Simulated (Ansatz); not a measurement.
Planning a run of Ansatz 0.2.0 on BaIBr (Pnma). The input:

```yaml
crystal:
  lattice:
    - [8.81446039, 0.0, 0.0]
    - [0.0, 5.12429103, 0.0]
    - [0.0, 0.0, 10.19167839]
  atoms:
    - { symbol: Ba, position: [0.72882454, 0.25, 0.37513703] }
    - { symbol: Ba, position: [0.27117546, 0.75, 0.62486297] }
    - { symbol: Ba, position: [0.77117546, 0.75, 0.87513703] }
    - { symbol: Ba, position: [0.22882454, 0.25, 0.12486297] }
    - { symbol: I, position: [0.47161056, 0.25, 0.83177655] }
    - { symbol: I, position: [0.52838944, 0.75, 0.16822345] }
    - { symbol: I, position: [0.02838944, 0.75, 0.33177655] }
    - { symbol: I, position: [0.97161056, 0.25, 0.66822345] }
    - { symbol: Br, position: [0.8564719, 0.25, 0.06668585] }
    - { symbol: Br, position: [0.1435281, 0.75, 0.93331415] }
    - { symbol: Br, position: [0.6435281, 0.75, 0.56668585] }
    - { symbol: Br, position: [0.3564719, 0.25, 0.43331415] }
kpoints:
  mp_grid: { grid: [4, 4, 2] }
  band_path:
    path:
      - [0.0, 0.0, 0.0]
      - [0.5, 0.0, 0.0]
      - [0.5, 0.5, 0.0]
      - [0.0, 0.5, 0.0]
      - [0.0, 0.0, 0.5]
      - [0.5, 0.0, 0.5]
      - [0.5, 0.5, 0.5]
      - [0.0, 0.5, 0.5]
    npoints: 1
hamiltonian:
  xc: pbesol
scf:
  occupations: { method: fixed }
  n_extra_bands: 16
magnetization:
  noncollinear: true
  spin_orbit: true
output:
  eigenvalues: true
  forces: true
  stress: true
```

```sh
ansatz run input.yaml --threads 3 --pin off --max-ram 92160MiB --backend cuda --events-out ev --progress --plain --runs-dir out --devices 1 --max-vram 13GiB
```

**Question.** How long will it take on 1 × NVIDIA H100 80GB HBM3 (shared by 6 runs) with 3 threads of AMD EPYC 7R13 (Zen 3), shared host, and how much memory?

It took 16 s; on shared hardware allow 7.8 s to 31 s. Peak host memory was 1.5 GiB. The sizes that set the cost: 8947 plane waves a state, 18 irreducible k points and 9 SCF cycles.

[Paths, hosts, dates, memory and timing lines, banners, echoed tables and standing remarks are left out of the program output.]

[Logs are printed without paths, hosts, clocks, repeated set-up lines and the standing remarks that a program may print on its own settings, such as how far it seeks lower states.]

[Runs of the session that timed out or met a known fault of the program may be left out.]

[Cells called generated may have been cut or substituted from an entry of the Crystallography Open Database or the Materials Project.]

[Hosts, paths, dates, database ids (printed as entryN), source tags and the programs' standing remarks are cut or masked in the printed files.]
